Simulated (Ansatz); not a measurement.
# Glassy 71SiO2-29BaO (mol %) (65 atoms) under strain, part 3 of 3

Aim: relax glassy 71SiO2-29BaO (mol %) (65 atoms), then change its volume and shape to read moduli from the stress.

Ansatz 0.2.0; Kohn-Sham DFT, PBE, PAW (set soft_2), plane waves.

The cell: 17 Si, 7 Ba and 41 O. The quench rate of 100 K/ps far exceeds what a furnace or splat quench reaches. The network of bonds at the start is that of the classical potential that made the cell. Only the Γ point is sampled. Spin–orbit coupling is left out.

So far. Step 10 (Stretched by 1 % along x): The relaxation converged after 6 steps, 0.0527 eV below its start, with a largest force component of 0.032 eV/Å. Step 10 (Stretched by 1 % along x): Stretched by 1 % along x: the energy stands 0.0219 eV above that of the reference, at a pressure of -0.361 GPa.

### 11. Compressed by 1 % along x

The relaxed cell is strained along x alone, which gives the stiffness along x and its coupling to y and z.

input.yaml

```yaml
crystal:
  lattice:
    - [10.23743, 0.26452, 0.22955]
    - [0.26187, 10.26185, 0.16745]
    - [0.22725, 0.16745, 9.91869]
  atoms:
    [... the 65 atom lines of step 4 ...]
kpoints:
  mp_grid: { grid: [1, 1, 1] }
hamiltonian:
  xc: pbe
scf:
  occupations: { method: fixed }
output:
  forces: true
  eigenvalues: true
  stress: true
relax:
  f_tol: 0.05
  max_steps: 70
```

On the command line:

```bash
$ ansatz run input.yaml --threads 4 --pin off --max-ram 8192MiB --backend cpu --events-out ev --progress --plain --runs-dir out
```

Numbers of over 12 decimals in the logs are rounded to 6 here.

Output:

```text
[...]
Crystal: 65 atoms, lattice volume = 1040.518 Å³
Basis set: ecut = 420 eV, 20355 PW (Γ), exchange–correlation on 144×144×144 points (8 copies of the dense FFT grid, shifted against one another)
Bands: 257, of which v1, the nominal top of the filled ones, is band 192 counted from 1 (191 counted from 0)
Symmetry: 1 space group operations
[...]
k-points: 1
[...]
SCF iter   1: F=—  HF=-75802.210130 eV  |F-HF|=—  |Δ(HF+E_count)|=         —  Δρ=1.74e-3  dr2=3.13e-2  ethr=1.77e-3  ⟨swp⟩=5.0  Hψ=1007  notcnv=0  defer=63
[...]
SCF iter   5: F=-75802.222582 eV  HF=-75802.222592 eV  |F-HF|=1.03e-5  |Δ(HF+E_count)|=   7.95e-5  Δρ=6.59e-5  dr2=4.35e-5  ethr=4.65e-8  ⟨swp⟩=2.0  Hψ=358  notcnv=0  defer=63
SCF iter   6: F=-75802.222598 eV  HF=-75802.222598 eV  |F-HF|=5.29e-7  |Δ(HF+E_count)|=   6.50e-6  Δρ=2.62e-5  dr2=6.69e-6  ethr=1.13e-8  ⟨swp⟩=17.0  Hψ=2161  notcnv=0
SCF 1 converged in 6 iterations: F = -75802.222598 eV  dr2 = 6.69e-6
[...]
relax step   1: F+E_penalty+E_count = -75802.22259786 eV  Δ(F+E_penalty+E_count) = +0.000e0 eV  max|allowed force component| = 3.996e-1 eV/Å  Δτ_max = 0.0000 Å  (6 SCF iters, dr2 threshold 6.25e-5 eV, accepted)
[...]
relax step   2: F+E_penalty+E_count = -75802.24497279 eV  Δ(F+E_penalty+E_count) = -2.237e-2 eV  max|allowed force component| = 1.934e-1 eV/Å  Δτ_max = 0.0452 Å  (6 SCF iters, dr2 threshold 9.98e-6 eV, accepted)
[...]
relax step   3: F+E_penalty+E_count = -75802.26904084 eV  Δ(F+E_penalty+E_count) = -2.407e-2 eV  max|allowed force component| = 1.034e-1 eV/Å  Δτ_max = 0.0345 Å  (8 SCF iters, accepted)
relax step   4: F+E_penalty+E_count = -75802.25737666 eV  Δ(F+E_penalty+E_count) = +1.166e-2 eV  max|allowed force component| = 2.115e-1 eV/Å  Δτ_max = 0.0823 Å  (7 SCF iters, dr2 threshold 2.50e-6 eV, rejected (line search))
[...]
relax step   5: F+E_penalty+E_count = -75802.27648202 eV  Δ(F+E_penalty+E_count) = -7.441e-3 eV  max|allowed force component| = 3.958e-2 eV/Å  Δτ_max = 0.0412 Å  (9 SCF iters, accepted)
SCF converged after 9 iterations
Free energy (F): -75802.276482 eV
[...]
Internal energy: -75802.276482 eV  (E = F + TS)
E sigma→0 (E₀):  -75802.276482 eV
Fermi energy:    4.102747 eV
[...]
Σ components = -75802.276482   (vs F -75802.276482, Δ=0.00e0)
--- Forces (eV/Å), atoms counted from 1 ---
  atom   1  Si    -0.02861993     0.00217141    -0.00669158
  atom   2  Si    -0.00857369     0.00882058    -0.00604839
  atom   3  Si    -0.00775628    -0.01737035     0.00437806
  atom   4  Si    -0.01048939    -0.02894311    -0.02910688
[...]
atom  65  O     -0.00024415    -0.00271347    -0.01456415
  max |Σ_I F_I| component: 9.13e-5 eV/Å
--- Stress (GPa, compression-positive) ---
        0.631308      -0.060147       0.026630
       -0.060147       0.240190       0.037158
        0.026630       0.037156       0.178568
  P = ⅓ Tr σ = 0.3500 GPa (3.500 kbar)
--- Band table (eV) ---
[...]
--- Relaxed structure (5 steps of the walk, 4 accepted, 0 SCFs on fresh bases) ---
  F+E_penalty+E_count = -75802.27648202 eV   max|allowed force component| = 3.958e-2 eV/Å
  atoms:
    - { symbol: Si, position: [0.098357, 0.999319, 0.440950] }
    - { symbol: Si, position: [0.459483, 0.205455, 0.297712] }
    - { symbol: Si, position: [0.226113, 0.235050, 0.509198] }
    - { symbol: Si, position: [0.041728, 0.478021, 0.535787] }
[...]
- { symbol: O, position: [0.700783, 0.765234, 0.618647] }
```

Run time: 45 s. Hardware: 4 threads of Arm Neoverse V1, shared host; peak memory 1.2 GiB.

The relaxation converged after 5 steps, 0.0539 eV below its start, with a largest force component of 0.040 eV/Å.

Compressed by 1 % along x: the energy stands 0.0240 eV above that of the reference, at a pressure of 0.350 GPa.

### 12. Sheared by 2 % in xy

A shear of the relaxed cell gives the modulus that volume changes can't reach.

input.yaml, the sections that differ from step 11:

```yaml
crystal:
  lattice:
    - [10.34349, 0.36793, 0.22955]
    - [0.36714, 10.2645, 0.16745]
    - [0.23122, 0.16975, 9.91869]
  atoms:
    [... the 65 atom lines of step 4 ...]
# kpoints, hamiltonian, scf, output, relax: as in step 11
```

Output:

```text
[...]
Crystal: 65 atoms, lattice volume = 1050.925 Å³
Basis set: ecut = 420 eV, 20581 PW (Γ), exchange–correlation on 144×144×144 points (8 copies of the dense FFT grid, shifted against one another)
Bands: 257, of which v1, the nominal top of the filled ones, is band 192 counted from 1 (191 counted from 0)
Symmetry: 1 space group operations
[...]
k-points: 1
[...]
SCF iter   1: F=—  HF=-75802.176739 eV  |F-HF|=—  |Δ(HF+E_count)|=         —  Δρ=1.75e-3  dr2=3.25e-2  ethr=1.77e-3  ⟨swp⟩=5.0  Hψ=1005  notcnv=0  defer=61
[...]
SCF iter   5: F=-75802.189324 eV  HF=-75802.189335 eV  |F-HF|=1.10e-5  |Δ(HF+E_count)|=   8.14e-5  Δρ=6.74e-5  dr2=4.66e-5  ethr=5.00e-8  ⟨swp⟩=2.0  Hψ=360  notcnv=0  defer=63
SCF iter   6: F=-75802.189341 eV  HF=-75802.189341 eV  |F-HF|=6.99e-7  |Δ(HF+E_count)|=   6.72e-6  Δρ=2.76e-5  dr2=7.61e-6  ethr=1.21e-8  ⟨swp⟩=20.0  Hψ=2055  notcnv=0
SCF 1 converged in 6 iterations: F = -75802.189341 eV  dr2 = 7.61e-6
[...]
relax step   1: F+E_penalty+E_count = -75802.18934068 eV  Δ(F+E_penalty+E_count) = +0.000e0 eV  max|allowed force component| = 4.622e-1 eV/Å  Δτ_max = 0.0000 Å  (6 SCF iters, dr2 threshold 6.25e-5 eV, accepted)
[...]
relax step   2: F+E_penalty+E_count = -75802.22228444 eV  Δ(F+E_penalty+E_count) = -3.294e-2 eV  max|allowed force component| = 3.683e-1 eV/Å  Δτ_max = 0.0689 Å  (6 SCF iters, dr2 threshold 1.34e-5 eV, accepted)
[...]
relax step   3: F+E_penalty+E_count = -75802.25997267 eV  Δ(F+E_penalty+E_count) = -3.769e-2 eV  max|allowed force component| = 1.347e-1 eV/Å  Δτ_max = 0.0379 Å  (6 SCF iters, dr2 threshold 8.48e-6 eV, accepted)
relax step   4: F+E_penalty+E_count = -75802.21937911 eV  Δ(F+E_penalty+E_count) = +4.059e-2 eV  max|allowed force component| = 3.138e-1 eV/Å  Δτ_max = 0.1552 Å  (10 SCF iters, rejected (line search))
relax step   5: F+E_penalty+E_count = -75802.27394358 eV  Δ(F+E_penalty+E_count) = -1.397e-2 eV  max|allowed force component| = 7.538e-2 eV/Å  Δτ_max = 0.0523 Å  (9 SCF iters, accepted)
[...]
relax step   6: F+E_penalty+E_count = -75802.27876881 eV  Δ(F+E_penalty+E_count) = -4.825e-3 eV  max|allowed force component| = 3.868e-2 eV/Å  Δτ_max = 0.0551 Å  (9 SCF iters, accepted)
SCF converged after 9 iterations
Free energy (F): -75802.278769 eV
[...]
Internal energy: -75802.278769 eV  (E = F + TS)
E sigma→0 (E₀):  -75802.278769 eV
Fermi energy:    4.015469 eV
[...]
Σ components = -75802.278769   (vs F -75802.278769, Δ=0.00e0)
--- Forces (eV/Å), atoms counted from 1 ---
  atom   1  Si    -0.00296935     0.00392218    -0.00850292
  atom   2  Si     0.03867807     0.00739863     0.02604458
  atom   3  Si     0.01000134    -0.00860624    -0.02048088
  atom   4  Si     0.00638664     0.00038451    -0.00710109
[...]
atom  65  O     -0.00467189     0.00033867     0.01037722
  max |Σ_I F_I| component: 6.02e-5 eV/Å
--- Stress (GPa, compression-positive) ---
        0.171286      -0.403709      -0.080987
       -0.403709       0.119911       0.065202
       -0.080987       0.065200       0.089073
  P = ⅓ Tr σ = 0.1268 GPa (1.268 kbar)
--- Band table (eV) ---
[...]
--- Relaxed structure (6 steps of the walk, 5 accepted, 0 SCFs on fresh bases) ---
  F+E_penalty+E_count = -75802.27876881 eV   max|allowed force component| = 3.868e-2 eV/Å
  atoms:
    - { symbol: Si, position: [0.099370, 0.997594, 0.440486] }
    - { symbol: Si, position: [0.456177, 0.207087, 0.298669] }
    - { symbol: Si, position: [0.224183, 0.232021, 0.509655] }
    - { symbol: Si, position: [0.037816, 0.476103, 0.534509] }
[...]
- { symbol: O, position: [0.702091, 0.769882, 0.617130] }
```

Wall time 57 s (4 threads); peak memory 1.2 GiB.

The relaxation converged after 6 steps, 0.0894 eV below its start, with a largest force component of 0.039 eV/Å.

Sheared by 2 % in xy: the energy stands 0.0217 eV above that of the reference, at a pressure of 0.127 GPa.

### 13. Pressure against volume

Atoms are relaxed at each volume, in the scaled cell.

| volume change (%) | volume (Å³/atom) | energy change (meV/atom) | pressure (GPa) | largest move on relaxing (Å) | bonds | gap (eV) |
| --- | --- | --- | --- | --- | --- | --- |
| -10 | 14.553 | 24.25 | 4.71 | 0.86 | 116 | 4.26 |
| -6 | 15.199 | 8.78 | 2.99 | 0.28 | 113 | 4.22 |
| -3 | 15.685 | 2.13 | 1.40 | 0.13 | 112 | 4.11 |
| +0 | 16.170 | 0.00 | 0.00 | - | 110 | 4.02 |
| +3 | 16.655 | 1.89 | -1.18 | 0.11 | 108 | 3.92 |
| +6 | 17.140 | 6.64 | -1.97 | 0.29 | 106 | 3.81 |

### 14. Uniaxial strain and shear

Stress (GPa, compression positive) less that of the relaxed cell, atoms relaxed:

| strain | xx | yy | zz | xy | energy change (meV/atom) |
| --- | --- | --- | --- | --- | --- |
| stretched by 1 % along x | -0.631 | -0.278 | -0.176 | 0.094 | 0.34 |
| compressed by 1 % along x | 0.635 | 0.241 | 0.172 | -0.070 | 0.37 |
| sheared by 2 % in xy | 0.175 | 0.121 | 0.082 | -0.414 | 0.33 |

### 15. Findings

The bulk modulus, from the slope of pressure against ln V over the three points nearest the relaxed volume, is 43.0 GPa; between neighbouring points the slope runs 40, 51, 46, 40 and 27 GPa from the smallest volume up, without a steady fall, so no pressure derivative is given. The count of bonds runs from 106 to 116 over the series, so at some points contacts cross the cutoffs. At -10 % some atom moved by over 0.5 Å on relaxing, so that point may sit in another local minimum. The gap goes from 4.26 eV at the smallest volume to 3.81 eV at the largest, -2.8 eV per unit of ln V by a straight line, on the run's k-points. In the Cartesian axes of the cell, finite differences give C11 = 63.3, C12 = 26.0, C13 = 17.4 and C66 = 20.7 GPa (the shear of 2 % is the engineering strain, εxy = 0.01). The mean of C11, C12 and C13, which equals the bulk modulus in a cubic or isotropic solid, is 35.6 GPa: it lies 17 % under the bulk modulus from the volumes. For an isotropic solid C66 would equal (C11 − C12)/2 = 18.7 GPa; so small a sample needn't be isotropic, and C66 rests on one shear. With the bulk modulus and C66 as K and G, Young's modulus would be about 54 GPa and Poisson's ratio 0.29.

**Limits.** Strains are finite and relaxations stop at the force tolerance of the input, which can leave moduli too stiff; they are those of a static cell at zero temperature. Volumes are changed with the cell's shape held, so in an anisotropic solid the modulus lies over the one under free hydrostatic load. The program notes that the SCF threshold of the relaxations is loose for the stress.

The DFT runs together took 12 min of wall time.

[Logs are printed without paths, hosts, clocks, repeated set-up lines and the standing remarks that a program may print on its own settings, such as how far it seeks lower states.]

[Hosts, paths, dates, database ids (printed as entryN), source tags and the programs' standing remarks are cut or masked in the printed files.]
